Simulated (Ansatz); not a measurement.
# Phonons of Ti (P6_3/mmc, 2 atoms in the cell) against volume

Aim: how do the optical modes of Ti (P6_3/mmc, 2 atoms in the cell) move with volume?

Method: DFT LDA, scalar-relativistic, plane waves, PAW; PAW set soft_1, in Ansatz 0.2.0.

## Step 1: The structure

The structure is hexagonal, space group P6_3/mmc (No. 194). The conventional cell has a = 2.950 Å, b = 2.950 Å, c = 4.680 Å, α = 90.00°, β = 90.00°, γ = 120.00°. Nearest to Ti lie 12 Ti at 2.89 to 2.95 Å.

## Step 2: A rough relaxation first

A rough relaxation comes first, because large forces or stress need no tight tolerances yet.

input.yaml

```yaml
crystal:
  lattice:
    - [2.95, 0.0, 0.0]
    - [-1.475, 2.5547749412, 0.0]
    - [0.0, 0.0, 4.68]
  atoms:
    - { symbol: Ti, position: [0.33333333, 0.66666667, 0.25] }
    - { symbol: Ti, position: [0.66666667, 0.33333333, 0.75] }
kpoints:
  mp_grid: { grid: [9, 9, 4] }
hamiltonian:
  xc: lda
  pseudopotentials: { kind: paw, azcp: { folder: soft_1 }, xc_functional: pbe }
scf:
  occupations: { method: gaussian, width: 0.1 }
output:
  forces: true
  stress: true
  eigenvalues: true
relax:
  adjacent_minimum: "off"
  f_tol: 0.05
  max_steps: 80
  cell: { stress_tol: 0.5 }
```

Started as:

```console
ansatz run input.yaml --threads 4 --pin off --max-ram 10240MiB --backend cpu --events-out ev --progress --plain --runs-dir out
```

Numbers of over 12 decimals in the logs are rounded to 6 here.

Output:

```text
The last accepted step is kept in <dir> (removed where the run ends without a failure and the disk answers)
Engine: ansatz 0.2.0, x86_64-unknown-linux-gnu
Pseudopotentials: kind: paw
Pseudopotential: Ti, paw, valence charge 12, recommended cutoff 420 eV (normal), soft_1/Ti.paw.azcp
Functional definition: SPW92
  exchange = slater_x
  correlation = pw_c
Crystal: 2 atoms, lattice volume = 35.271 Å³
[...]
--- Relaxed structure (4 steps of the walk, 4 accepted, 1 SCFs on fresh bases) ---
  F+E_penalty+E_count = -4900.63275274 eV   max|allowed force component| = 1.573e-16 eV/Å   (the final SCF, on the basis selected at the relaxed cell)
  cell:  # Å, volume = 32.2114 Å³
    - [2.867730, 0, 0]
    - [-1.433865, 2.483527, -2.906742772005105e-18]
    - [0, -5.324757164985256e-18, 4.522749]
  atoms:
    - { symbol: Ti, position: [0.333333, 0.666667, 0.25] }
    - { symbol: Ti, position: [0.666667, 0.333333, 0.75] }
[key lines of the parts left out:]
SCF converged after 7 iterations
Free energy (F): -4900.632753 eV
Fermi energy:    14.153879 eV
P = ⅓ Tr σ = -0.0458 GPa (-0.458 kbar)
```

It took 2.7 s on 4 threads of INTEL XEON PLATINUM 8581C at 2.10GHz (Emerald Rapids), shared host; peak memory 0.37 GiB.

The steps of the relaxation:

```
step  energy less that of the first step (eV)  largest force component (eV/Å)  pressure (GPa)  volume (Å³)
   1                                   0.0000                          0.0000           -9.95        35.27
   2                                  -0.0658                          0.0000            7.52        30.52
   3                                  -0.1028                          0.0000           -0.81        32.40
   4                                  -0.1034                          0.0000           -0.06        32.21
  5*                                  -0.1029                          0.0000           -0.05        32.21
```

Relaxation steps marked * repeat the geometry before them on a plane-wave basis chosen anew for their cell, so energy and pressure can jump there.

Forces are held to the 24 operations that the run works with; a distortion that breaks them can't arise in this run.

| conventional cell, symmetrised | before | after | change |
| --- | --- | --- | --- |
| a (Å) | 2.950 | 2.868 | -2.8 % |
| b (Å) | 2.950 | 2.868 | -2.8 % |
| c (Å) | 4.680 | 4.523 | -3.4 % |
| volume (Å³/atom) | 17.64 | 16.11 | -8.7 % |

Final coordinates:

```cif
data_structure
_symmetry_space_group_name_H-M 'P 1'
_symmetry_Int_Tables_number 1
_cell_length_a 2.8677
_cell_length_b 2.8677
_cell_length_c 4.5227
_cell_angle_alpha 90.000
_cell_angle_beta 90.000
_cell_angle_gamma 120.000
_cell_volume 32.21
loop_
_atom_site_label
_atom_site_type_symbol
_atom_site_fract_x
_atom_site_fract_y
_atom_site_fract_z
_atom_site_occupancy
Ti1 Ti 0.33333 0.66667 0.25000 1
Ti2 Ti 0.66667 0.33333 0.75000 1
```

Numbers from this step:

```
pressure          : -0.04576 GPa
volume per atom   : 16.11 Å³
gap on the k-mesh : 0 eV
```

In this step the volume went from 17.64 to 16.11 Å³/atom.

## Step 3: Relaxation

Harmonic phonons are second derivatives at a point where the forces vanish, and they are wanted at zero stress, so atoms and cell are relaxed first.

input.yaml, the sections that differ from step 2:

```yaml
crystal:
  lattice:
    - [2.8677301777, 0.0, 0.0]
    - [-1.4338650889, 2.4835271851, 0.0]
    - [0.0, 0.0, 4.5227493]
  atoms:
    - { symbol: Ti, position: [0.3333333333, 0.6666666667, 0.25] }
    - { symbol: Ti, position: [0.6666666667, 0.3333333333, 0.75] }
kpoints:
  mp_grid: { grid: [18, 18, 10] }
output:
  forces: true
  stress: true
  eigenvalues: true
  write_density: true
  write_potential: true
  elf: true
  volumetric_format: npy
relax:
  adjacent_minimum: "off"
  f_tol: 0.005
  max_steps: 80
  cell: { stress_tol: 0.05 }
# hamiltonian, scf: as in step 2
```

Output:

```text
[...]
Crystal: 2 atoms, lattice volume = 32.211 Å³
Basis set: ecut = 420 eV, 627 PW (Γ)
Bands: 16, of which v1, the nominal top of the filled ones, is band 12 counted from 1 (11 counted from 0)
Symmetry: 24 space group operations
[...]
k-points: 222 of 3240
[...]
SCF iter   1: F=—  HF=-4901.032771 eV  |F-HF|=—  |Δ(HF+E_count)|=         —  Δρ=6.11e-2  dr2=1.19e0  ethr=3.10e-3  ⟨swp⟩=3.6  Hψ=13788  notcnv=0
[...]
SCF iter   6: F=-4900.622045 eV  HF=-4900.622045 eV  |F-HF|=1.19e-8  |Δ(HF+E_count)|=   2.25e-7  Δρ=9.61e-6  dr2=1.55e-8  ethr=4.17e-10  ⟨swp⟩=8.1  Hψ=22577  notcnv=0
SCF 1 converged in 6 iterations: F = -4900.622045 eV  dr2 = 1.55e-8
[...]
relax step   1: F+E_penalty+E_count = -4900.62204465 eV  Δ(F+E_penalty+E_count) = +0.000e0 eV  max|allowed force component| = 5.551e-17 eV/Å  Δτ_max = 0.0000 Å  P = +0.009 GPa  Ω = 32.211 Å³  (6 SCF iters, dr2 threshold 1.00e-7 eV, accepted)
Crystal: 2 atoms, lattice volume = 32.205 Å³
Basis set: ecut = 420 eV, 615 PW (Γ)
[...]
SCF iter   6: F=-4900.622157 eV  HF=-4900.622157 eV  |F-HF|=9.09e-13  |Δ(HF+E_count)|=  9.09e-13  Δρ=2.84e-8  dr2=1.06e-13  ethr=1.00e-12  ⟨swp⟩=3.0  Hψ=13003  notcnv=0
SCF 2 converged in 6 iterations: F = -4900.622157 eV  dr2 = 1.06e-13
relax step   2: F+E_penalty+E_count = -4900.62215705 eV  Δ(F+E_penalty+E_count) = -1.124e-4 eV  max|allowed force component| = 2.683e-16 eV/Å  Δτ_max = 0.0000 Å  P = +0.027 GPa  Ω = 32.205 Å³  energy of the carried Pulay correction = +1.045e-6 eV  (6 SCF iters, dr2 threshold 2.00e-7 eV, accepted)
Crystal: 2 atoms, lattice volume = 32.223 Å³
[...]
SCF iter   6: F=-4900.622159 eV  HF=-4900.622159 eV  |F-HF|=9.09e-13  |Δ(HF+E_count)|=  1.82e-12  Δρ=8.31e-9  dr2=7.05e-15  ethr=1.00e-12  ⟨swp⟩=3.0  Hψ=11803  notcnv=0
SCF 3 converged in 6 iterations: F = -4900.622159 eV  dr2 = 7.05e-15
relax step   3: F+E_penalty+E_count = -4900.62215914 eV  Δ(F+E_penalty+E_count) = -2.088e-6 eV  max|allowed force component| = 3.701e-17 eV/Å  Δτ_max = 0.0000 Å  P = -0.046 GPa  Ω = 32.223 Å³  energy of the carried Pulay correction = -1.837e-6 eV  (6 SCF iters, accepted)
[...]
SCF iter   7: F=-4900.622159 eV  HF=-4900.622159 eV  |F-HF|=0.00e0  |Δ(HF+E_count)|=  9.09e-13  Δρ=4.77e-11  dr2=3.46e-19  ethr=1.00e-12  ⟨swp⟩=1.0  Hψ=7992  notcnv=0
SCF 4 converged in 7 iterations: F = -4900.622159 eV  dr2 = 3.46e-19
relax step   4: F+E_penalty+E_count = -4900.62215922 eV  Δ(F+E_penalty+E_count) = -8.612e-8 eV  max|allowed force component| = 3.701e-17 eV/Å  Δτ_max = 0.0000 Å  P = -0.045 GPa  Ω = 32.223 Å³  stress off target by 4.82e-2 GPa  SCF on the basis re-selected at this cell (its energy is not comparable with the rows above)  (7 SCF iters)
basis re-selected at this cell: Δ(F+E_penalty+E_count) = -8.612e-8 eV, ΔP = +0.000 GPa vs the last step (what re-selecting the basis moved, of the pressure what is left beyond the Pulay correction that the steps carried, after the strain that the cell walked since its last selection, with what the two solves' SCF thresholds leave and, on support functions, any second-order correction that the steps lacked; it is no m [...]
SCF converged after 7 iterations
Free energy (F): -4900.622159 eV
[...]
Internal energy: -4900.612441 eV  (E = F + TS)
E sigma→0 (E₀):  -4900.617300 eV
Entropy (-TS):   -0.009718 eV (-4.859 meV/atom)
Fermi energy:    14.187885 eV
[...]
--- Stress (GPa, compression-positive) ---
       -0.044069       0.000000       0.000000
       -0.000000      -0.044069       0.000000
        0.000000       0.000000      -0.048250
  P = ⅓ Tr σ = -0.0455 GPa (-0.455 kbar)
--- Band table (eV; the first three rows and the last of 222) ---
  k-point 0: bands = [... 8 lower, 7.9224, 11.3213, 14.9671, 14.9671, 15.1114, 15.2732, 15.5258, 15.5258]
  k-point 1: bands = [... 8 lower, 8.0132, 11.2956, 14.9188, 14.9188, 15.0599, 15.0990, 15.4730, 15.4730]
  k-point 2: bands = [... 8 lower, 8.2797, 11.1878, 14.7059, 14.8325, 14.8325, 14.9141, 15.3361, 15.3361]
  k-point 221: bands = [... 8 lower, 12.8491, 12.8491, 12.9843, 12.9843, 14.0326, 14.0326, 15.9633, 15.9633]
--- Relaxed structure (3 steps of the walk, 3 accepted, 1 SCFs on fresh bases) ---
[...]
cell:  # Å, volume = 32.2228 Å³
    - [2.864180, 2.8831620710944e-11, 0.0]
    - [-1.432090, 2.480452, 0.0]
    - [0.0, 0.0, 4.535569]
  atoms:
    - { symbol: Ti, position: [0.333333, 0.666667, 0.25] }
    - { symbol: Ti, position: [0.666667, 0.333333, 0.75] }
```

Elapsed: 6 s, on 4 threads; peak memory 0.49 GiB.

Step by step:

```
step  energy less that of the first step (eV)  largest force component (eV/Å)  pressure (GPa)  volume (Å³)
   1                                   0.0000                          0.0000            0.01        32.21
   2                                  -0.0001                          0.0000            0.03        32.20
   3                                  -0.0001                          0.0000           -0.05        32.22
  4*                                  -0.0001                          0.0000           -0.05        32.22
```

Relaxation steps marked * repeat the geometry before them on a plane-wave basis chosen anew for their cell, so energy and pressure can jump there.

Forces are held to the 24 operations that the run works with; a distortion that breaks them can't arise in this run.

```
conventional cell, symmetrised  before  after  change
                         a (Å)   2.868  2.864  -0.1 %
                         b (Å)   2.868  2.864  -0.1 %
                         c (Å)   4.523  4.536  +0.3 %
              volume (Å³/atom)   16.11  16.11  +0.0 %
```

Final coordinates:

```xyz
2
Lattice="2.8642 0.0000 0.0000 -1.4321 2.4805 0.0000 0.0000 0.0000 4.5356" Properties=species:S:1:pos:R:3 pbc="T T T"
Ti    0.0000    1.6536    1.1339
Ti    1.4321    0.8268    3.4017
```

Numbers from this step:

```yaml
pressure: -0.04546 GPa
```

Electrostatic potential energy in the ac plane at fractional y = 0.333, with atoms of Ti within 0.2 Å of it. With pseudopotentials it is smooth inside the atoms' cores, unlike the true potential.

Values in eV, 22 rows by 15 columns, each cell a mean:
```
 13  14  15  15  14  13  11   8   4   0  -1   0   4   8  11
 11  14  15  15  14  11   7  -2 -10 -15 -17 -15 -10  -2   7
  8  12  14  14  12   8  -2 -14 -21 -25 -25 -25 -21 -14  -2
  4  11  13  13  11   4 -10 -21 -26 -28 -28 -28 -26 -20  -9
  1  10  13  13  10   1 -13 -23 -28 -28 -28 -28 -28 -23 -13
  1  10  13  13  10   1 -13 -23 -28 -28 -28 -28 -28 -23 -13
  4  11  13  13  11   4 -10 -20 -26 -28 -28 -28 -26 -20  -9
  8  12  14  14  12   8  -2 -14 -21 -24 -25 -24 -21 -13  -2
 11  14  15  15  14  11   6  -3 -10 -15 -16 -15 -10  -3   6
 13  14  15  15  14  13  11   7   3  -1  -2  -1   3   7  11
 14  14  14  14  14  14  13  12  11  10   9  10  11  12  13
 13  13  12  12  13  13  13  14  14  14  13  14  14  14  13
 11  10   9   9  10  11  13  14  15  15  15  15  15  14  13
  8   5   3   3   5   8  11  13  15  15  15  15  15  13  11
  4  -1  -4  -4  -1   4  10  12  14  15  15  15  14  12   9
  2  -5  -8  -8  -5   2   8  12  14  15  15  15  14  12   8
  1  -5  -8  -8  -5   1   8  12  14  15  15  15  14  12   8
  4  -1  -5  -5  -1   4   9  12  14  15  15  15  14  12   9
  8   5   2   2   5   8  11  13  15  15  15  15  15  13  11
 11  10   9   9  10  11  13  14  15  15  15  15  15  14  13
 13  13  12  12  13  13  13  14  14  14  14  14  14  14  13
 14  14  14  14  14  14  13  12  12  11  10  11  12  12  13
```
Columns run along a (2.9 Å; values clipped at the 3rd and 97th percentile), rows up along c (4.5 Å). Atoms in or near the plane, at fractional coordinates: Ti at (0.67, 0.75).

ELF in the ac plane at fractional y = 0.333, with atoms of Ti within 0.2 Å of it. It is the smooth field of the valence electrons, not physical close to the nuclei.

Ten even steps from '0' (0.11) to '9' (0.75):
```
245542000121000
035530013676310
013310148999841
002200379999973
001100599878995
101101599868995
002200489989984
013310269999962
024420026898620
135531001343100
244442100010001
222222222222222
100001245666542
000000136888631
001100026898620
012210025898520
124321015898510
023320025898510
011110025898520
000000036898630
000000146777641
211112234444432
233332211111112
```
Columns run along a (2.9 Å), rows up along c (4.5 Å). Atoms in or near the plane, at fractional coordinates: Ti at (0.67, 0.75).

Valence density in the ac plane at fractional y = 0.333, with atoms of Ti within 0.2 Å of it. It is the smooth field of the valence electrons, not physical close to the nuclei.

Values in e/Å³, 22 rows by 15 columns, each cell a mean:
```
 0  0  0  0  0  0  0  0  0  1  1  1  0  0  0
 0  0  0  0  0  0  0  1  1  2  2  2  1  1  0
 0  0  0  0  0  0  1  1  3  4  5  4  3  1  1
 0  0  0  0  0  0  1  3  5  8  9  8  5  2  1
 0  0  0  0  0  0  1  4  7 11 12 11  7  4  1
 0  0  0  0  0  0  1  4  7 11 12 11  7  4  1
 0  0  0  0  0  0  1  3  5  8  9  8  5  3  1
 0  0  0  0  0  0  1  1  3  4  5  4  3  1  1
 0  0  0  0  0  0  0  1  1  2  2  2  1  1  0
 0  0  0  0  0  0  0  0  0  1  1  1  0  0  0
 0  0  0  0  0  0  0  0  0  0  0  0  0  0  0
 0  0  0  0  0  0  0  0  0  0  0  0  0  0  0
 0  0  0  0  0  0  0  0  0  0  0  0  0  0  0
 0  0  0  0  0  0  0  0  0  0  0  0  0  0  0
 0  1  1  1  1  0  0  0  0  0  0  0  0  0  0
 0  1  1  1  1  0  0  0  0  0  0  0  0  0  0
 0  1  1  1  1  0  0  0  0  0  0  0  0  0  0
 0  1  1  1  1  0  0  0  0  0  0  0  0  0  0
 0  0  0  0  0  0  0  0  0  0  0  0  0  0  0
 0  0  0  0  0  0  0  0  0  0  0  0  0  0  0
 0  0  0  0  0  0  0  0  0  0  0  0  0  0  0
 0  0  0  0  0  0  0  0  0  0  0  0  0  0  0
```
Columns run along a (2.9 Å), rows up along c (4.5 Å). Atoms in or near the plane, at fractional coordinates: Ti at (0.67, 0.75).

In this step the volume went from 16.11 to 16.11 Å³/atom.

## Step 4: Tight relaxation

Phonons need small forces and stress, so the relaxation is finished with tight tolerances on 18×18×12 k points.

input.yaml

```yaml
crystal:
  lattice:
    - [2.8641797644, 0.0, 0.0]
    - [-1.4320898822, 2.4804524369, 0.0]
    - [0.0, 0.0, 4.535568761]
  atoms:
    - { symbol: Ti, position: [0.3333333333, 0.6666666667, 0.25] }
    - { symbol: Ti, position: [0.6666666667, 0.3333333333, 0.75] }
kpoints:
  mp_grid: { grid: [18, 18, 12] }
hamiltonian:
  xc: lda
  pseudopotentials: { kind: paw, azcp: { folder: soft_1 }, xc_functional: pbe }
scf:
  occupations: { method: methfessel_paxton, width: 0.2 }
output:
  forces: true
  stress: true
  eigenvalues: true
relax:
  adjacent_minimum: "off"
  f_tol: 0.001
  max_steps: 60
  cell: { stress_tol: 0.01 }
```

Output:

```text
[...]
Crystal: 2 atoms, lattice volume = 32.223 Å³
Basis set: ecut = 420 eV, 615 PW (Γ)
Bands: 16, of which v1, the nominal top of the filled ones, is band 12 counted from 1 (11 counted from 0)
Symmetry: 24 space group operations
[...]
k-points: 259 of 3888
[...]
k-point 258: bands = [... 8 lower, 12.8604, 12.8604, 12.9952, 12.9952, 14.0463, 14.0463, 15.9776, 15.9776]
--- Relaxed structure (3 steps of the walk, 3 accepted, 1 SCFs on fresh bases) ---
[...]
cell:  # Å, volume = 32.1981 Å³
    - [2.863581, 0.0, 0]
    - [-1.431791, 2.479934, 0]
    - [0, 0.0, 4.533994]
  atoms:
    - { symbol: Ti, position: [0.333333, 0.666667, 0.25] }
    - { symbol: Ti, position: [0.666667, 0.333333, 0.750000] }
[key lines of the parts left out:]
SCF converged after 5 iterations
Free energy (F): -4900.615617 eV
Fermi energy:    14.207289 eV
P = ⅓ Tr σ = 0.0001 GPa (0.001 kbar)
```

It took 4.4 s on 4 threads; peak memory 0.5 GiB; 16 s of CPU time.

Little changed from the start: no atom moved by 0.005 Å and no cell edge by 0.1 %.

Numbers from this step:

| Item | Value |
| --- | --- |
| pressure | 9.91e-5 GPa |
| volume per atom | 16.10 Å³ |

The forces vanish by symmetry and the pressure is 0.000 GPa, within the tolerances set. The cell now holds 16.10 Å³/atom.

(Part 1 of 2 ends here.)

[Logs are printed without paths, hosts, clocks, repeated set-up lines and the standing remarks that a program may print on its own settings, such as how far it seeks lower states.]

[Hosts, paths, dates, database ids (printed as entryN), source tags and the programs' standing remarks are cut or masked in the printed files.]
